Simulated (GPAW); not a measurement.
# STM contrast on Hf2CO2 MXene monolayer

Aim: Tersoff-Hamann images of Hf2CO2 MXene monolayer at several biases.

Calculated with GPAW 26.7.0; GPAW, PAW setups; layer in a repeated cell with vacuum, relaxation of atoms and in-plane cell, in the first sound run; inputs show where later runs differ.

Most raw output is cut from this account.

## (1) Starting point

The cell holds 5 atoms: 2 O, 2 Hf and 1 C. Cell: a = 3.289 Å, b = 3.289 Å, c = 18.953 Å, α = 90.0°, β = 90.0°, γ = 120.0°. Vacuum lies along c.

## (2) Relaxation

Forces are removed first; all later runs use this geometry.

The input, run.py:

```python
import json
import numpy as np
from ase import Atoms
from ase.filters import FrechetCellFilter
from ase.optimize import BFGS
from gpaw import GPAW, PW

slab = Atoms(
    ['O', 'Hf', 'C', 'Hf', 'O'],
    positions=[
        [-0.00000, 1.89891, 7.00000],
        [1.64450, 0.94945, 8.17872],
        [0.00000, 0.00000, 9.47647],
        [-0.00000, 1.89891, 10.77423],
        [1.64450, 0.94945, 11.95295]],
    cell=[[3.289, 0.0, 0.0], [-1.6445, 2.84836, 0.0], [0.0, 0.0, 18.9529]],
    pbc=[True, True, True])

slab.calc = GPAW(mode=PW(600), xc='PBE', kpts={'size': (12, 12, 1), 'gamma': True},
                 occupations={'name': 'fermi-dirac', 'width': 0.05}, nbands='160%',
                 convergence={'density': 1e-05}, maxiter=200,
                 symmetry={'tolerance': 1e-3}, txt='slab.txt')
result = {}
# The in-plane cell is free; stress needs a cell that repeats along all three vectors
path = []
opt = BFGS(FrechetCellFilter(slab, mask=[1, 1, 0, 0, 0, 1]), maxstep=0.2)
opt.attach(lambda: path.append((slab.get_potential_energy(), slab.positions.tolist(), slab.get_forces().tolist())))
result['relaxed'] = bool(opt.run(fmax=0.02, steps=45))
result['path'] = path
result['cell'] = slab.cell.tolist()
print('in-plane lattice', slab.cell.cellpar().round(4)[[0, 1, 5]])
energy = slab.get_potential_energy()
fermi = slab.calc.get_fermi_level()
v = slab.calc.get_electrostatic_potential().mean((0, 1)) - fermi
n = slab.calc.get_pseudo_density().mean((0, 1))
L = slab.cell[2, 2]
z = np.arange(len(v)) * L / len(v)
low, high = slab.positions[:, 2].min(), slab.positions[:, 2].max()
below, above = np.interp([low - 4.8, high + 4.8], z, v)
slopes = [np.interp(x, z, np.gradient(v, z)) for x in (low - 4.8, high + 4.8)]
eps = np.array([[slab.calc.get_eigenvalues(k, s) for k in range(len(slab.calc.get_ibz_k_points()))]
                for s in range(slab.calc.get_number_of_spins())]) - fermi
top, bottom = eps[eps < 0].max(), eps[eps > 0].min()
dipole = slab.get_dipole_moment()[2]
print(f'energy {energy:.4f} eV, Fermi level {fermi:.4f} eV, dipole {dipole:.5f} e A')
print(f'potential 4.8 A off the faces, from the Fermi level: lower {below:.4f} eV, upper {above:.4f} eV')
print(f'slope of the potential there: lower {slopes[0]:.5f}, upper {slopes[1]:.5f} eV/A')
print(f'nearest levels on the mesh: {top:.4f} and {bottom:.4f} eV')
print('magnetic moment', round(slab.get_magnetic_moment(), 3))
result.update(energy=energy, fermi=fermi, dipole=dipole, below=below, above=above, slopes=slopes, edges=[top, bottom],
              z=z.tolist(), v=v.tolist(), n=n.tolist(), positions=slab.positions.tolist(),
              forces=slab.get_forces(apply_constraint=False).tolist(), moments=slab.get_magnetic_moments().tolist())
json.dump(result, open('result.json', 'w'))
```

Command:

```sh
$ OMP_NUM_THREADS=1 OPENBLAS_NUM_THREADS=1 python run.py
```

It took 11 min on 1 thread of Arm Neoverse V1, shared host; peak memory 0.47 GiB.

This step gave:

```yaml
dipole_along_the_normal: 5.73e-4 e·Å
levels_nearest_the_fermi_level_on_the_mesh: -0.4649, 0.5071 eV from the Fermi level
```

Table of electrostatic potential energy of an electron (without an applied field's), less the Fermi level, planar mean by z:

z (Å), electrostatic potential energy of an electron (without an applied field's), less the Fermi level, planar mean (eV) and a bar from the least value:
```
      0.0        5.0 ##############################
      0.5        5.0 ##############################
      1.0        5.0 ##############################
      1.5        5.0 ##############################
      2.0        5.0 ##############################
      2.5        5.0 ##############################
      3.0        5.0 ##############################
      3.5        5.0 ##############################
      4.0        5.0 ##############################
      4.5        5.0 ##############################
      5.0        5.0 ##############################
      5.5        4.9 ##############################
      6.0        4.5 ##############################
      6.5        2.4 ###########################
      7.0       -8.8 ###############
      7.5      -13.3 ##########
      8.0      -21.8 
      8.5      -14.5 ########
      9.0       -5.6 ##################
      9.5       -9.8 #############
     10.0       -5.7 ##################
     10.5      -15.8 #######
     11.0      -21.3 #
     11.5      -13.0 ##########
     12.0       -7.3 ################
     12.5        2.8 ############################
     13.0        4.6 ##############################
     13.5        4.9 ##############################
     14.0        4.9 ##############################
     14.5        5.0 ##############################
     15.0        5.0 ##############################
     15.5        5.0 ##############################
     16.0        5.0 ##############################
     16.5        5.0 ##############################
     17.0        5.0 ##############################
     17.5        5.0 ##############################
     18.0        5.0 ##############################
     18.5        5.0 ##############################
```

Pseudo valence density, planar mean against z:

z (Å), pseudo valence density, planar mean (e/Å³) and a bar:
```
        4       0.00 
        5       0.00 
        6       0.03 #
        7       0.77 ####################
        8       1.13 ##############################
        9       0.45 ############
       10       0.45 ############
       11       1.10 #############################
       12       0.71 ###################
       13       0.03 #
       14       0.00 
       15       0.00
```

The relaxation lowered the energy of the cell by 0.910 eV (energies extrapolated to zero smearing; the optimiser's log prints free energies). The largest force left on a free atom is 0.015 eV/Å.

## (3) The slab's potential

With the geometry fixed, the planar mean of the potential gives the vacuum level on each side.

This step: GPAW, PAW setups; slab in vacuum (GPAW 26.7.0).

The cell differs from the one that the last finished run ended in (c 18.953 → 18.652 Å).

The input, run.py:

```python
import json
import numpy as np
from ase import Atoms
from ase.dft.stm import STM
from gpaw import GPAW, PW

slab = Atoms(
    ['O', 'Hf', 'C', 'Hf', 'O'],
    positions=[
        [0.00000, 1.88229, 7.00000],
        [1.63011, 0.94114, 7.94433],
        [0.00000, 0.00000, 9.32592],
        [0.00000, 1.88229, 10.70752],
        [1.63011, 0.94114, 11.65184]],
    cell=[[3.26022, -0.0, 0.0], [-1.63011, 2.82343, 0.0], [0.0, 0.0, 18.6518]],
    pbc=[True, True, False])

slab.calc = GPAW(mode=PW(500), xc='PBE', kpts={'size': (12, 12, 1), 'gamma': True},
                 occupations={'name': 'fermi-dirac', 'width': 0.05}, nbands='160%',
                 convergence={'density': 1e-05}, maxiter=200,
                 poissonsolver={'dipolelayer': 'xy'},
                 symmetry={'tolerance': 1e-3}, txt='slab.txt')
result = {}
energy = slab.get_potential_energy()
fermi = slab.calc.get_fermi_level()
v = slab.calc.get_electrostatic_potential().mean((0, 1)) - fermi
n = slab.calc.get_pseudo_density().mean((0, 1))
L = slab.cell[2, 2]
z = np.arange(len(v)) * L / len(v)
low, high = slab.positions[:, 2].min(), slab.positions[:, 2].max()
below, above = np.interp([low - 4.8, high + 4.8], z, v)
slopes = [np.interp(x, z, np.gradient(v, z)) for x in (low - 4.8, high + 4.8)]
eps = np.array([[slab.calc.get_eigenvalues(k, s) for k in range(len(slab.calc.get_ibz_k_points()))]
                for s in range(slab.calc.get_number_of_spins())]) - fermi
top, bottom = eps[eps < 0].max(), eps[eps > 0].min()
dipole = slab.get_dipole_moment()[2]
print(f'energy {energy:.4f} eV, Fermi level {fermi:.4f} eV, dipole {dipole:.5f} e A')
print(f'potential 4.8 A off the faces, from the Fermi level: lower {below:.4f} eV, upper {above:.4f} eV')
print(f'slope of the potential there: lower {slopes[0]:.5f}, upper {slopes[1]:.5f} eV/A')
print(f'nearest levels on the mesh: {top:.4f} and {bottom:.4f} eV')
print('magnetic moment', round(slab.get_magnetic_moment(), 3))
result.update(energy=energy, fermi=fermi, dipole=dipole, below=below, above=above, slopes=slopes, edges=[top, bottom],
              z=z.tolist(), v=v.tolist(), n=n.tolist(), positions=slab.positions.tolist(),
              forces=slab.get_forces(apply_constraint=False).tolist(), moments=slab.get_magnetic_moments().tolist())

# Images need the states of the whole zone, up to time reversal
slab.calc = slab.calc.fixed_density(symmetry={'point_group': False}, txt='states.txt', nbands='250%',
                                    convergence={'bands': 'CBM+1.8'})
stm = STM(slab)
result['stm'] = []
for bias in [-2.0, -1.0, 1.5]:
    height = high + 3.0
    current = stm.get_averaged_current(bias, height)
    x, y, h = stm.scan(bias, current)
    i, f = divmod(height / L * stm.ldos.shape[2], 1)
    I = abs((1 - f) * stm.ldos[:, :, int(i)] + f * stm.ldos[:, :, int(i) + 1])
    print(f'bias {bias} V: mean current at 3.0 A {current:.4e}, corrugation {np.ptp(h):.4f} A')
    result['stm'].append(dict(bias=bias, current=current, h=(h - high).tolist(), I=I.tolist()))
json.dump(result, open('result.json', 'w'))
```

Wall time 5.3 min (1 thread); peak memory 0.63 GiB.

This step gave:

```yaml
dipole_along_the_normal: 5.23e-4 e·Å
levels_nearest_the_fermi_level_on_the_mesh: -0.4633, 0.5057 eV from the Fermi level
upper_work_function: 4.955 eV
lower_work_function: 4.968 eV
corrugation_minus_2: 0.3071 Å
corrugation_1p5: 0.2055 Å
upper_ionisation_energy: 5.418 eV
```

Electrostatic potential energy of an electron (without an applied field's), less the Fermi level, planar mean against z:

z (Å), electrostatic potential energy of an electron (without an applied field's), less the Fermi level, planar mean (eV) and a bar from the least value:
```
      0.0        5.0 ##############################
      0.5        5.0 ##############################
      1.0        5.0 ##############################
      1.5        5.0 ##############################
      2.0        5.0 ##############################
      2.5        5.0 ##############################
      3.0        5.0 ##############################
      3.5        5.0 ##############################
      4.0        5.0 ##############################
      4.5        5.0 ##############################
      5.0        4.9 ##############################
      5.5        4.8 ##############################
      6.0        4.2 #############################
      6.5        0.5 #########################
      7.0      -12.3 ###########
      7.5      -15.3 #######
      8.0      -22.0 
      8.5      -10.4 #############
      9.0       -6.3 ##################
      9.5       -8.2 ###############
     10.0       -7.3 ################
     10.5      -19.7 ###
     11.0      -18.5 ####
     11.5      -13.1 ##########
     12.0       -2.7 #####################
     12.5        3.7 #############################
     13.0        4.7 ##############################
     13.5        4.9 ##############################
     14.0        4.9 ##############################
     14.5        5.0 ##############################
     15.0        5.0 ##############################
     15.5        5.0 ##############################
     16.0        5.0 ##############################
     16.5        5.0 ##############################
     17.0        5.0 ##############################
     17.5        5.0 ##############################
     18.0        5.0 ##############################
     18.5        5.0 ##############################
```

The pseudo valence density, planar mean by z:

```csv
z (Å),"pseudo valence density, planar mean (e/Å³)"
4,5.9e-5
5,0.00163
6,0.0551
7,0.873
8,1.14
9,0.467
10,0.474
11,0.974
12,0.513
13,0.0154
14,5.0e-4
15,1.9e-5
```

Tip height over the top atom over a1 and a2. Sample bias -2 V, constant current at the mean current 3.0 Å over the top atom.

Ten even steps from '0' (2.82 Å) to '9' (3.13 Å):
```
123345666666543321
333334555554333333
433333444433333455
443333333333344555
654332222334566666
765432223456777677
765432234567777777
665432345667788877
665433456678899887
665333566789999987
764334677899999987
753335777899999877
643346778999999877
433346778999998776
433456678899887665
323556777888777655
113556777777776553
013446776667764431
```
Columns: a1 from 0 to 0.944; rows upwards: a2 from 0 to 0.944.

Local density of states summed over the bias window over a1 and a2. Sample bias -2 V, constant height 3.0 Å over the top atom.

Ten even steps from '0' (3.91 × 1e-6 arbitrary) to '9' (7.23 × 1e-6 arbitrary):
```
211124555555421112
210013344433100122
210111233211101233
321110111011123444
543100000013455555
753210001235777677
754310013457777777
654310134567788877
654200245667899876
653111356678999876
753113577789999877
741114777899999877
520025778999999877
310135778999998775
211245678888887654
212345777777777543
222345777667775432
122235776667753222
```
Columns: a1 from 0 to 0.944; rows upwards: a2 from 0 to 0.944.

Tip height over the top atom over a1 and a2. Sample bias 1.5 V, constant current at the mean current 3.0 Å over the top atom.

Ten even steps from '0' (2.89 Å) to '9' (3.09 Å):
```
123334676676433321
333334554554333333
333334433443333355
333333333333333565
444433443344445665
665434443456666766
775334433577777777
764333334678888888
765433456788899888
775434577888999888
764334678888888888
643334678898889887
433334678998899876
333335678998998765
333356778888887765
323566678888876665
113555678888765553
013334677777643331
```
Columns: a1 from 0 to 0.944; rows upwards: a2 from 0 to 0.944.

Local density of states summed over the bias window over a1 and a2. Sample bias 1.5 V, constant height 3.0 Å over the top atom.

Ten even steps from '_' (4.57 × 1e-6 arbitrary) to '@' (6.97 × 1e-6 arbitrary):
```
..::::..::==##%%****%%##==::..::::..
--::....::==**++==++**==::....::--==
--......::------------::......--****
--::::::..::::--::::..::::::--++##++
======--::::----::::--======**####**
####**--::--==--::--**########%%####
@@%%++------------++%%@@%%%%####%%%%
%%**==--::::::--==**%%@@%%%%%%%%%%@@
%%**++--::::--++**%%@@@@%%@@@@%%@@@@
%%%%**--..--**%%%%@@@@@@@@@@@@@@@@@@
@@##==::::==##@@@@@@@@@@@@@@@@@@@@@@
##==::..::==##%%%%%%@@@@%%@@@@%%%%%%
==::....::==##%%%%@@@@@@@@@@@@%%%%##
--......--**####%%@@@@@@@@@@%%####**
--::::--++##%%##%%%%@@@@%%%%##%%##++
--::--**######%%%%@@@@@@%%%%######**
....==**++**##%%@@@@@@@@%%##**++**==
__..------==##@@%%%%%%@@##==------..
```
Columns: a1 from 0 to 0.944; rows upwards: a2 from 0 to 0.944.

The layer is gapped, so the Fermi level lies somewhere inside the gap, set by smearing and numerics, and these work functions are no property of the material; the band edges below the vacuum level are. The potential is flat to 0.001 eV/Å where it is read, so the vacuum is wide enough. At -1 V the search found no usable constant-current contour near the set height, so the printed corrugation is no image; it is left out.

## (4) A changed run

One more run, with changed settings.

run.py, as its differences from that of step 3:

```diff
@@ -3,3 +3,2 @@
 from ase import Atoms
-from ase.dft.stm import STM
 from gpaw import GPAW, PW
@@ -18,4 +17,4 @@
 slab.calc = GPAW(mode=PW(500), xc='PBE', kpts={'size': (12, 12, 1), 'gamma': True},
-                 occupations={'name': 'fermi-dirac', 'width': 0.05}, nbands='160%',
-                 convergence={'density': 1e-05}, maxiter=200,
+                 occupations={'name': 'fermi-dirac', 'width': 2.0}, nbands='160%',
+                 convergence={'density': 1e-05}, maxiter=75,
                  poissonsolver={'dipolelayer': 'xy'},
@@ -44,16 +43,2 @@
               forces=slab.get_forces(apply_constraint=False).tolist(), moments=slab.get_magnetic_moments().tolist())
-
-# Images need the states of the whole zone, up to time reversal
-slab.calc = slab.calc.fixed_density(symmetry={'point_group': False}, txt='states.txt', nbands='250%',
-                                    convergence={'bands': 'CBM+1.8'})
-stm = STM(slab)
-result['stm'] = []
-for bias in [-2.0, -1.0, 1.5]:
-    height = high + 3.0
-    current = stm.get_averaged_current(bias, height)
-    x, y, h = stm.scan(bias, current)
-    i, f = divmod(height / L * stm.ldos.shape[2], 1)
-    I = abs((1 - f) * stm.ldos[:, :, int(i)] + f * stm.ldos[:, :, int(i) + 1])
-    print(f'bias {bias} V: mean current at 3.0 A {current:.4e}, corrugation {np.ptp(h):.4f} A')
-    result['stm'].append(dict(bias=bias, current=current, h=(h - high).tolist(), I=I.tolist()))
 json.dump(result, open('result.json', 'w'))
```

Run time: 2.3 min. Hardware: 1 thread; peak memory 0.24 GiB.

The run finished. A setting was moved off its sound value on purpose, so it serves as a test and not as the result.

The fault put into the input: a smearing of electronvolts (width = 2.0).

## (5) Outcome

```json
{
 "work function, upper and lower face (Fermi level placed in the gap by the smearing)": "4.955 and 4.968 eV",
 "ionisation energy from the upper face (highest filled level on the mesh)": "5.42 eV",
 "electron affinity from the upper face (lowest empty Kohn-Sham level on the mesh)": "4.45 eV",
 "dipole along the normal": "5.2e-4 e Å",
 "corrugation at -2 V": "0.307 Å as printed, 0.23 Å or less without short-wave noise",
 "corrugation at 1.5 V": "0.205 Å as printed, 0.16 Å or less without short-wave noise"
}
```

In words: At -2 V and 1.5 V GPAW's map carries short-wave noise, which can't be real at this height: without waves under 1.5 Å it spans 0.23 Å against 0.31 Å printed and 0.16 Å against 0.21 Å printed. The reading below uses the filtered value, which may still be too high. The corrugation at constant current is largest at -2 V, where the tip height varies by 0.23 Å over the cell. Negative sample bias images filled states, positive bias empty ones. The levels nearest the Fermi level on the mesh lie 0.969 eV apart, so the slab is gapped there: the smearing puts the Fermi level inside the gap, and from either face the ionisation energy is the work function plus 0.46 eV. Both are Kohn-Sham levels on the mesh, and semilocal gaps are too small, so the affinity tends to come out too large and the ionisation energy too small. The images are of Tersoff-Hamann type: an s-wave tip, no tip-sample forces, heights closer than in a microscope. With elements this heavy, spin-orbit coupling can move band edges by tenths of an eV. Biases count from a Fermi level whose place in the gap is arbitrary, so only their reach past the band edges has a meaning. The small printed dipole stands for a step of -10 meV from the lower to the upper face, and the probes find -13 meV; values this small are near the numerical noise of both. The layer's cell and atoms come from the relaxation; spin-orbit coupling and temperature are left out.

[Logs are printed without paths, hosts, clocks, repeated set-up lines and the standing remarks that a program may print on its own settings, such as how far it seeks lower states.]

[Hosts, paths, dates, database ids (printed as entryN), source tags and the programs' standing remarks are cut or masked in the printed files.]
